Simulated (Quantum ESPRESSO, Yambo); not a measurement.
# BaTiO3 (P4mm): G0W0 in Yambo against the screening cutoff, part 2 of 2

Wanted: the cheapest screening cutoff that holds the gap of BaTiO3 (P4mm).

Yambo 5.3.0; PBE and many-body steps on it, plane waves. Known limits of the many-body steps: not at the basis limit; no spin-orbit coupling; coarse k mesh.

So far. Step 2 (2 Ha): The gap on the mesh goes from 1.85 eV to 3.44 eV, a correction of +1.58 eV. Step 3 (3 Ha): Against the run before, the gap moves by −0.066 eV.

### 4. 6 Ha

Level of this step: G0W0 on PBE, plane waves, norm-conserving pseudopotentials (Yambo).

Input file gw9.in:

```
HF_and_locXC
gw0
dyson
ppa
em1d
rim_cut
RandQpts= 1000000
RandGvec= 1 RL
EXXRLvcs= 76 Ry
VXCRLvcs= 304 Ry
Chimod= "HARTREE"
% BndsRnXp
 1 | 87 |
%
NGsBlkXp= 12 Ry
% LongDrXp
 1 | 1 | 1 |
%
% GbndRnge
 1 | 87 |
%
DysSolver= "n"
ExtendOut
PPAPntXp= 27.21138 eV
% QPkrange
 18 | 18 | 19 | 22 |
 1 | 1 | 19 | 22 |
%
```

Run with:

```console
> OMP_NUM_THREADS=1 mpirun -n 4 yambo -F gw9.in -J gw9 -C gw9 > gw9.log
```

Log:

```text
 Yambo, version 5.3.0

 [02] CORE Variables Setup
 =========================

  [... cell, symmetries and grids as in the set-up ...]

  [02.05] Energies & Occupations
  ==============================

  [X] === General ===
  [X] Electronic Temperature                        :  0.000000  0.000000 [eV K]
  [X] Bosonic    Temperature                        :  0.000000  0.000000 [eV K]
  [X] Finite Temperature mode                       : no
  [X] El. density                                   :  0.62439E+24 [cm-3]
[...]
QP @ state[ 1 ] b range                          :  19  22
   QP @ state[ 2 ] K range                          :  18  18
   QP @ state[ 2 ] b range                          :  19  22
   GF energies kind                                 : Perdew, Burke & Ernzerhof(X)+Perdew, Burke & Ernzerhof(C)
   GF WF`s kind                                     : Perdew, Burke & Ernzerhof(X)+Perdew, Burke & Ernzerhof(C)
   Xs energies kind                                 : Perdew, Burke & Ernzerhof(X)+Perdew, Burke & Ernzerhof(C)
   Xs WF`s kind                                     : Perdew, Burke & Ernzerhof(X)+Perdew, Burke & Ernzerhof(C)

 [11] Game Over & Game summary
```

Wall time 4.6 min (4 MPI ranks of Arm Neoverse V1, shared host); peak memory 2.1 GiB; 18 min of CPU time.

Numbers from this step:

```
G0W0 gap on the points computed              : 3.367 eV
starting gap on the mesh                     : 1.851 eV
k of the valence top                         : -0.5, -0.5, -0.5
k of the conduction bottom                   : 0, 0, 0
least direct G0W0 gap on the computed points : 3.760 eV
```

Against the run before, the gap moves by −0.003 eV.

### 5. 7.5 Ha

gw10.in, as its differences from gw9.in of step 4:

```diff
@@ -14,3 +14,3 @@
 %
-NGsBlkXp= 12 Ry
+NGsBlkXp= 15 Ry
 % LongDrXp
```

Run with:

```console
> OMP_NUM_THREADS=1 mpirun -n 4 yambo -F gw10.in -J gw10 -C gw10 > gw10.log
```

Log:

```text
 Yambo, version 5.3.0

 [02] CORE Variables Setup
 =========================

  [... cell, symmetries and grids as in the set-up ...]

  [02.05] Energies & Occupations
  ==============================

  [X] === General ===
  [X] Electronic Temperature                        :  0.000000  0.000000 [eV K]
  [X] Bosonic    Temperature                        :  0.000000  0.000000 [eV K]
  [X] Finite Temperature mode                       : no
  [X] El. density                                   :  0.62439E+24 [cm-3]
[...]
QP @ state[ 1 ] b range                          :  19  22
   QP @ state[ 2 ] K range                          :  18  18
   QP @ state[ 2 ] b range                          :  19  22
   GF energies kind                                 : Perdew, Burke & Ernzerhof(X)+Perdew, Burke & Ernzerhof(C)
   GF WF`s kind                                     : Perdew, Burke & Ernzerhof(X)+Perdew, Burke & Ernzerhof(C)
   Xs energies kind                                 : Perdew, Burke & Ernzerhof(X)+Perdew, Burke & Ernzerhof(C)
   Xs WF`s kind                                     : Perdew, Burke & Ernzerhof(X)+Perdew, Burke & Ernzerhof(C)

 [11] Game Over & Game summary
```

Elapsed: 8.1 min, on 4 MPI ranks; peak memory 2.1 GiB.

This step gave:

```yaml
g0w0_gap_on_the_points_computed: 3.362 eV
starting_gap_on_the_mesh: 1.851 eV
k_of_the_valence_top: -0.5, -0.5, -0.5
k_of_the_conduction_bottom: 0, 0, 0
least_direct_g0w0_gap_on_the_computed_points: 3.759 eV
```

Against the run before, the gap moves by −0.004 eV.

### 6. 9.5 Ha

gw11.in, as its differences from gw10.in of step 5:

```diff
@@ -14,3 +14,3 @@
 %
-NGsBlkXp= 15 Ry
+NGsBlkXp= 19 Ry
 % LongDrXp
```

Run with:

```console
> OMP_NUM_THREADS=1 mpirun -n 4 yambo -F gw11.in -J gw11 -C gw11 > gw11.log
```

Log:

```text
 Yambo, version 5.3.0

 [02] CORE Variables Setup
 =========================

  [... cell, symmetries and grids as in the set-up ...]

  [02.05] Energies & Occupations
  ==============================

  [X] === General ===
  [X] Electronic Temperature                        :  0.000000  0.000000 [eV K]
  [X] Bosonic    Temperature                        :  0.000000  0.000000 [eV K]
  [X] Finite Temperature mode                       : no
  [X] El. density                                   :  0.62439E+24 [cm-3]
[...]
QP @ state[ 1 ] b range                          :  19  22
   QP @ state[ 2 ] K range                          :  18  18
   QP @ state[ 2 ] b range                          :  19  22
   GF energies kind                                 : Perdew, Burke & Ernzerhof(X)+Perdew, Burke & Ernzerhof(C)
   GF WF`s kind                                     : Perdew, Burke & Ernzerhof(X)+Perdew, Burke & Ernzerhof(C)
   Xs energies kind                                 : Perdew, Burke & Ernzerhof(X)+Perdew, Burke & Ernzerhof(C)
   Xs WF`s kind                                     : Perdew, Burke & Ernzerhof(X)+Perdew, Burke & Ernzerhof(C)

 [11] Game Over & Game summary
```

It took 16 min on 4 MPI ranks; peak memory 2.2 GiB.

Numbers from this step:

| Item | Value |
| --- | --- |
| G0W0 gap on the points computed | 3.346 eV |
| starting gap on the mesh | 1.851 eV |
| k of the valence top | -0.5, -0.5, -0.5 |
| k of the conduction bottom | 0, 0, 0 |
| least direct G0W0 gap on the computed points | 3.745 eV |

Against the run before, the gap moves by −0.016 eV.

### 7. Side by side

Times are wall times on 4 MPI ranks of Arm Neoverse V1, shared host, good to a factor of about two.

| run | mesh | bands | screening cutoff (eV) | DFT gap (eV) | gap on the mesh (eV) | direct (eV) | time |
| --- | --- | --- | --- | --- | --- | --- | --- |
| 2 Ha | 4×4×4 | 87 | 54.4 | 1.851 | 3.435 | 3.806 | 97 s |
| 3 Ha | 4×4×4 | 87 | 81.6 | 1.851 | 3.370 | 3.741 | 1.7 min |
| 6 Ha | 4×4×4 | 87 | 163.3 | 1.851 | 3.367 | 3.760 | 4.6 min |
| 7.5 Ha | 4×4×4 | 87 | 204.1 | 1.851 | 3.362 | 3.759 | 8.1 min |
| 9.5 Ha | 4×4×4 | 87 | 258.5 | 1.851 | 3.346 | 3.745 | 16 min |

### 8. Summary of results

| Item | Value |
| --- | --- |
| 2 Ha | 3.435 eV |
| 3 Ha | 3.370 eV |
| 6 Ha | 3.367 eV |
| 7.5 Ha | 3.362 eV |
| 9.5 Ha | 3.346 eV |
| known limits | not at the basis limit; no spin-orbit coupling; coarse k mesh |

In words: The setting moved: screening cutoff. From 2 Ha to 9.5 Ha the gap moves by −0.09 eV, for 9.7 times the time. The last step still moves it by −0.016 eV. Bands and screening cutoff are coupled, so a series along one setting does not show full convergence. Bands and cutoff are finite, so the gap is not at the basis limit. The miss can reach some tenths of an eV and take either sign; the mesh is an error of its own. In the G0W0 runs levels were corrected at 2 k points alone, so a gap called «on the mesh» is the least over those, and an edge elsewhere would be missed. The 4×4×4 mesh is coarse for this cell, which bears on the long-range parts of exchange and screening. The many-body steps are scalar-relativistic: spin-orbit coupling is not in them.

[Paths, hosts, dates, memory and timing lines, banners, echoed tables and standing remarks are left out of the program output.]

[Logs are printed without paths, hosts, clocks, repeated set-up lines and the standing remarks that a program may print on its own settings, such as how far it seeks lower states.]

[Runs of the session that timed out or met a known fault of the program may be left out.]

[Hosts, paths, dates, database ids (printed as entryN), source tags and the programs' standing remarks are cut or masked in the printed files.]
